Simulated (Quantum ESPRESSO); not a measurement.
# Voltage at the next charge: Mg(0001), 4 layers against an electrode

How the rows were computed: Quantum ESPRESSO 7.5, PBE, GBRV ultrasoft; ESM with bc3, a metal electrode 5.98 Å above the top atoms; cell area 8.924 Å²; ions fixed. V is the potential energy of an electron at the electrode over the slab's Fermi level, divided by e, so that it equals the work function at zero charge; positive charge removes electrons.

| charge (e a cell) | V (V) |
| --- | --- |
| 0 | 3.778 |
| 0.0134 | 4.887 |
| 0.0268 | 6.020 |

To predict: What is V at a charge of 0.0535 e, and what capacitance do the rows imply?

**Fit.** The last two rows give dV/dq = (6.020 − 4.887)/(0.0268 − 0.0134) = 84.6 V/e, so C = 1602/(8.924 × 84.6) = 2.12 µF/cm², an effective gap of 8.854/2.12 = 4.17 Å. At constant C, V = 6.020 + 84.6 × 0.0267 = 8.28 V.

**The withheld run.** V = 8.332 V; the estimate misses by −0.05 V, 2.4 % of the step. Over the three intervals C goes 2.17, 2.12 and 2.07 µF/cm²: it falls as electrons leave, the surface charge drawing back towards the atoms.

Caveats: Vacuum fills the gap; a dielectric or electrolyte would change C. The slab is thin.
